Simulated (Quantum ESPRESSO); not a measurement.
# Collinear magnetic orders of NiO with Quantum ESPRESSO

Wanted: the moments of NiO and the energy of each order that was tried.

Calculated with Quantum ESPRESSO 7.5; PBE; plane waves with GBRV 1.5 PBE potentials, no spin-orbit coupling.

Report form: the programs' logs are mostly left out.

## Step 1: The structure

Symmetry: Fm-3m, No. 225, cubic system. The conventional cell has a = 4.172 Å, b = 4.172 Å, c = 4.172 Å, α = 90.00°, β = 90.00°, γ = 90.00°. Nearest to Ni lie 6 O at 2.09 Å. O has 6 Ni at 2.09 Å nearest. Farther neighbours and most contacts between anions are not listed.

The cell comes from the Crystallography Open Database.

## Step 2: Run 1, typed as ferro +

The signs are those of the starting moments on the seeded atoms, the atoms that are given a moment.

pw.in reads:

```
&CONTROL
  calculation = 'scf'
  prefix = 'pwscf'
  outdir = './tmp'
  pseudo_dir = './pseudo'
  disk_io = 'nowf'
/
&SYSTEM
  ibrav = 0
  nat = 2
  ntyp = 2
  ecutwfc = 40
  ecutrho = 280
  nbnd = 20
  occupations = 'smearing'
  smearing = 'fd'
  degauss = 0.00734986
  nspin = 2
  starting_magnetization(1) = 0.1111
  starting_magnetization(2) = 0
/
&ELECTRONS
  conv_thr = 4d-09
  electron_maxstep = 150
  mixing_beta = 0.3
/
ATOMIC_SPECIES
Ni     58.6934 ni_pbe_v1.4.uspp.F.UPF
O      15.9990 o_pbe_v1.2.uspp.F.UPF
CELL_PARAMETERS bohr
   0.0000000000    3.9417828252    3.9417828252
   3.9417828252    0.0000000000    3.9417828252
   3.9417828252    3.9417828252    0.0000000000
ATOMIC_POSITIONS crystal
Ni      0.0000000000    0.0000000000    0.0000000000
O       0.5000000000    0.5000000000    0.5000000000
K_POINTS automatic
8 8 8 0 0 0
```

The run is started by

```console
$ OMP_NUM_THREADS=1 mpirun -n 2 pw.x -nk 2 -in pw.in > pw.out
```

The job ended after 8.2 s (2 MPI ranks of Arm Neoverse V2, shared host; peak memory 0.14 GiB).

Spin moment in the atom's sphere by atom:

```tsv
atom	spin moment in the atom's sphere (μB)
Ni1	1.10
O2	0.19
```

Numbers from this step:

- smearing term TS: 0.05992 eV
- magnetization: 1.325 μB
- absolute magnetization: 1.335 μB
- final state: ferromagnetic

Spin density in the ac plane of the conventional cell at fractional y = 0.000, with atoms of Ni and O within 0.2 Å of it.

Ten even steps from '0' (0.0 e/Å³) to '9' (3.4 e/Å³), each cell a mean:
```
82000000000014
30000000000001
00000000000000
00000000000000
00000001000000
00000026100000
10000389610000
00000148200000
00000013000000
00000000000000
00000000000000
10000000000000
61000000000002
96100001000038
```
Columns run along a (4.2 Å), rows up along c (4.2 Å), edges of the conventional cell, whose origin can differ from the input's. Atoms in or near the plane, at fractional coordinates: Ni at (0.00, 0.00), Ni at (0.50, 0.50), O at (0.50, 0.00), O at (0.00, 0.50).

Valence density in the ac plane of the conventional cell at fractional y = 0.000, with atoms of Ni and O within 0.2 Å of it. It is the smooth field of the valence electrons, not physical close to the nuclei.

Ten steps, logarithmic in the rise over the least value, from '_' (0 e/Å³) to '@' (39 e/Å³), each cell a mean:
```
@@##--....--++**++::....++%%
**==::__..::--==--..__..--++
::..______....::..______....
....________......________..
--::..____::--==--..____..::
++==::....==##%%**--....--++
**++--..::**@@@@%%==..::==**
**++::....++%%@@##--....--++
==--..__..--++**==::__..::--
::..______....::..______....
....________......________..
==--..____..::--::..____::--
%%**--....--++++==::....==##
@@%%==..::==****++--..::**@@
```
Columns run along a (4.2 Å), rows up along c (4.2 Å), edges of the conventional cell, whose origin can differ from the input's. Atoms in or near the plane, at fractional coordinates: Ni at (0.00, 0.00), Ni at (0.50, 0.50), O at (0.50, 0.00), O at (0.00, 0.50).

## Step 3: Run 2, typed as antiferro q=(0,1/2,1/2) +−

The cell is doubled to 4 atoms to hold this order. The wavevector q is in fractions of the reciprocal vectors of the crystal's primitive cell, as the cells of these inputs are built from it; moments change sign between cells as cos(2π q·R).

pw.in reads:

```
&CONTROL
  calculation = 'scf'
  prefix = 'pwscf'
  outdir = './tmp'
  pseudo_dir = './pseudo'
  disk_io = 'nowf'
/
&SYSTEM
  ibrav = 0
  nat = 4
  ntyp = 3
  ecutwfc = 40
  ecutrho = 280
  nbnd = 33
  occupations = 'smearing'
  smearing = 'fd'
  degauss = 0.00734986
  nspin = 2
  starting_magnetization(1) = 0.1111
  starting_magnetization(2) = -0.1111
  starting_magnetization(3) = 0
/
&ELECTRONS
  conv_thr = 8d-09
  electron_maxstep = 150
  mixing_beta = 0.3
/
ATOMIC_SPECIES
Ni1    58.6934 ni_pbe_v1.4.uspp.F.UPF
Ni2    58.6934 ni_pbe_v1.4.uspp.F.UPF
O      15.9990 o_pbe_v1.2.uspp.F.UPF
CELL_PARAMETERS bohr
   0.0000000000    3.9417828252    3.9417828252
   7.8835656503    0.0000000000    7.8835656503
   7.8835656503    3.9417828252    3.9417828252
ATOMIC_POSITIONS crystal
Ni1     0.0000000000    0.0000000000    0.0000000000
Ni2     0.0000000000    0.5000000000    0.0000000000
O       0.5000000000    0.0000000000    0.5000000000
O       0.5000000000    0.5000000000    0.5000000000
K_POINTS automatic
8 4 8 0 0 0
```

Run time: 60 s. Hardware: 2 MPI ranks; peak memory 0.23 GiB.

Spin moment in the atom's sphere by atom:

```tsv
atom	spin moment in the atom's sphere (μB)
Ni1	0.760
Ni2	-0.760
O3	-0.044
O4	0.044
```

This step gave:

```yaml
smearing_term_ts: 0.1197 eV
magnetization: 0 μB
absolute_magnetization: 1.684 μB
final_state: antiferromagnetic
```

Spin density in the ac plane of the conventional cell at fractional y = 0.000, with atoms of Ni and O within 0.2 Å of it.

Ten even steps from '_' (-2.3 e/Å³) to '@' (2.3 e/Å³), each cell a mean:
```
@@**++++++++======++++++++##
**++++++++==========++++++++
++++++++============++++++++
++++++==================++++
++++====================++++
++++========--..========++++
++========--____..==========
++==========::__--========++
++++++========--========++++
++++====================++++
++++++++==============++++++
++++++++============++++++++
%%++++++++==========++++++**
@@%%++++++++++==++++++++**@@
```
Columns run along a (4.2 Å), rows up along c (4.2 Å), edges of the conventional cell, whose origin can differ from the input's. Atoms in or near the plane, at fractional coordinates: Ni at (0.00, 0.00), Ni at (0.50, 0.50), O at (0.50, 0.00), O at (0.00, 0.50).

Valence density in the ac plane of the conventional cell at fractional y = 0.000, with atoms of Ni and O within 0.2 Å of it. It is the smooth field of the valence electrons, not physical close to the nuclei.

Values in e/Å³, 14 rows by 14 columns, each cell a mean:
```
32 14  2  0  1  2  5  6  4  1  1  1  5 25
 7  3  1  0  0  1  2  3  2  1  0  0  1  5
 1  1  0  0  0  0  1  1  1  0  0  0  0  1
 1  0  0  0  0  0  0  1  0  0  0  0  0  1
 2  1  0  0  0  1  2  3  1  1  0  0  1  1
 5  3  1  0  1  3 14 19  8  1  0  1  2  4
 7  5  2  1  1  7 32 39 19  3  1  1  3  6
 6  4  1  1  1  5 25 32 14  2  0  1  2  5
 3  2  1  0  0  1  5  7  3  1  0  0  1  2
 1  1  0  0  0  0  1  1  1  0  0  0  0  1
 1  0  0  0  0  0  1  1  0  0  0  0  0  0
 3  1  1  0  0  1  1  2  1  0  0  0  1  2
19  8  1  0  1  2  4  5  3  1  0  1  3 14
39 19  3  1  1  3  6  7  5  2  1  1  7 32
```
Columns run along a (4.2 Å), rows up along c (4.2 Å), edges of the conventional cell, whose origin can differ from the input's. Atoms in or near the plane, at fractional coordinates: Ni at (0.00, 0.00), Ni at (0.50, 0.50), O at (0.50, 0.00), O at (0.00, 0.50).

## Step 4: Run 3 (antiferro q=(0,0,1/2) +−)

This order needs a doubled cell of 4 atoms.

pw.in: that of step 3 with these lines changed.

```diff
@@ -33,10 +33,10 @@
    0.0000000000    3.9417828252    3.9417828252
-   7.8835656503    0.0000000000    7.8835656503
-   7.8835656503    3.9417828252    3.9417828252
+   3.9417828252    0.0000000000    3.9417828252
+   7.8835656503    7.8835656503    0.0000000000
 ATOMIC_POSITIONS crystal
 Ni1     0.0000000000    0.0000000000    0.0000000000
-Ni2     0.0000000000    0.5000000000    0.0000000000
-O       0.5000000000    0.0000000000    0.5000000000
-O       0.5000000000    0.5000000000    0.5000000000
+Ni2     0.0000000000    0.0000000000    0.5000000000
+O       0.5000000000    0.5000000000    0.2500000000
+O       0.5000000000    0.5000000000    0.7500000000
 K_POINTS automatic
-8 4 8 0 0 0
+8 8 4 0 0 0
```

Elapsed: 28 s, on 2 MPI ranks; peak memory 0.22 GiB; 55 s of CPU time.

Spin moment in the atom's sphere by atom:

```tsv
atom	spin moment in the atom's sphere (μB)
Ni1	1.33
Ni2	-1.33
O3	0.00
O4	0.00
```

This step gave:

```
smearing term TS       : 0.006987 eV
magnetization          : 0 μB
absolute magnetization : 2.955 μB
final state            : antiferromagnetic
```

## Step 5: Run 4, typed as no spin polarisation

pw.in reads:

```
&CONTROL
  calculation = 'scf'
  prefix = 'pwscf'
  outdir = './tmp'
  pseudo_dir = './pseudo'
  disk_io = 'nowf'
/
&SYSTEM
  ibrav = 0
  nat = 2
  ntyp = 2
  ecutwfc = 40
  ecutrho = 280
  nbnd = 19
  occupations = 'smearing'
  smearing = 'fd'
  degauss = 0.00734986
/
&ELECTRONS
  conv_thr = 4d-09
  electron_maxstep = 150
  mixing_beta = 0.3
/
ATOMIC_SPECIES
Ni     58.6934 ni_pbe_v1.4.uspp.F.UPF
O      15.9990 o_pbe_v1.2.uspp.F.UPF
CELL_PARAMETERS bohr
   0.0000000000    3.9417828252    3.9417828252
   3.9417828252    0.0000000000    3.9417828252
   3.9417828252    3.9417828252    0.0000000000
ATOMIC_POSITIONS crystal
Ni      0.0000000000    0.0000000000    0.0000000000
O       0.5000000000    0.5000000000    0.5000000000
K_POINTS automatic
8 8 8 0 0 0
```

Elapsed: 3.6 s, on 2 MPI ranks; peak memory 0.13 GiB; 7.2 s of CPU time.

Numbers from this step:

* smearing term TS: 0.07341 eV
* final state: non-magnetic (no spin polarisation)

## Step 6: A faulty input

As a test, an input with a fault in it is run.

pw.in reads:

```
&CONTROL
  calculation = 'scf'
  prefix = 'pwscf'
  outdir = './tmp'
  pseudo_dir = './pseudo'
  disk_io = 'nowf'
/
&SYSTEM
  ibrav = 0
  nat = 2
  ntyp = 2
  ecutwfc = 16
  ecutrho = 280
  nbnd = 20
  occupations = 'smearing'
  smearing = 'fd'
  degauss = 0.00734986
  nspin = 2
  starting_magnetization(1) = 0.1111
  starting_magnetization(2) = 0
/
&ELECTRONS
  conv_thr = 4d-09
  electron_maxstep = 50
  mixing_beta = 0.3
/
ATOMIC_SPECIES
Ni     58.6934 ni_pbe_v1.4.uspp.F.UPF
O      15.9990 o_pbe_v1.2.uspp.F.UPF
CELL_PARAMETERS angstrom
   0.0000000000    2.0859016414    2.0859016414
   2.0859016414    0.0000000000    2.0859016414
   2.0859016414    2.0859016414    0.0000000000
ATOMIC_POSITIONS crystal
Ni      0.0000000000    0.0000000000    0.0000000000
O       0.5000000000    0.5000000000    0.5000000000
K_POINTS automatic
8 8 8 0 0 0
```

The job ended after 3.2 s (2 MPI ranks; peak memory 0.13 GiB).

Convergence was reached, yet the input spoils the result.

The fault in the input: a cutoff far too low.

The two runs compared:

```tsv
quantity	this run	same start on sound input	difference
largest moment (μB)	0	1.0988	-1.10
magnetization (μB)	0	1.325	-1.32
absolute magnetization (μB)	0	1.335	-1.33
```

The two runs differ clearly in the largest moment: 0 μB against 1.10 μB.

## Step 7: Energies of the orders

An order is kept where moments of 0.15 μB or more survive with the typed signs; meshes match where a doubled cell samples the same k points as the first cell.

Orders:

```tsv
start	final state	typed order kept	energy over the lowest (meV a seeded atom)	largest site moment (μB)	net moment (μB a cell of the first run)	mesh matched	CPU time (s)
ferro +	ferromagnetic	yes	239.8	1.099	1.325	yes	16.24
antiferro q=(0,1/2,1/2) +-	antiferromagnetic	yes	257.7	0.7604	0	yes	119.9
antiferro q=(0,0,1/2) +-	antiferromagnetic	yes	0	1.335	0	yes	55.16
no spin polarisation	non-magnetic	-	281.4	0	0	yes	7.15
```

## Step 8: Outcome

| Property | Result |
| --- | --- |
| lowest state found | antiferromagnetic (from antiferro q=(0,0,1/2) +-) |
| largest site moment | 1.33 μB |
| next state with moments | ferromagnetic, 240 meV a seeded atom higher |
| state without moments | 281 meV a seeded atom higher |

What this shows: This is the lowest of 4 collinear or spinless starts, no proof of the ground state. Energies are free energies at an electronic temperature of 1160 K, which lowers moments and differences where the moments are itinerant. No Hubbard term acts here. In such compounds local and semilocal functionals without one often delocalise the d electrons, and can shrink or lose moments and miss the size, sign and order of the couplings.

[Logs and program files are shortened in this print: banners, set-up blocks, solver, clock and traceback lines can be left out without a mark of their own.]

[Logs are printed without paths, hosts, clocks, repeated set-up lines and the standing remarks that a program may print on its own settings, such as how far it seeks lower states.]

[Hosts, paths, dates, database ids (printed as entryN), source tags and the programs' standing remarks are cut or masked in the printed files.]

[Where a cell is said to come from a database of computed structures, the database is the Materials Project.]
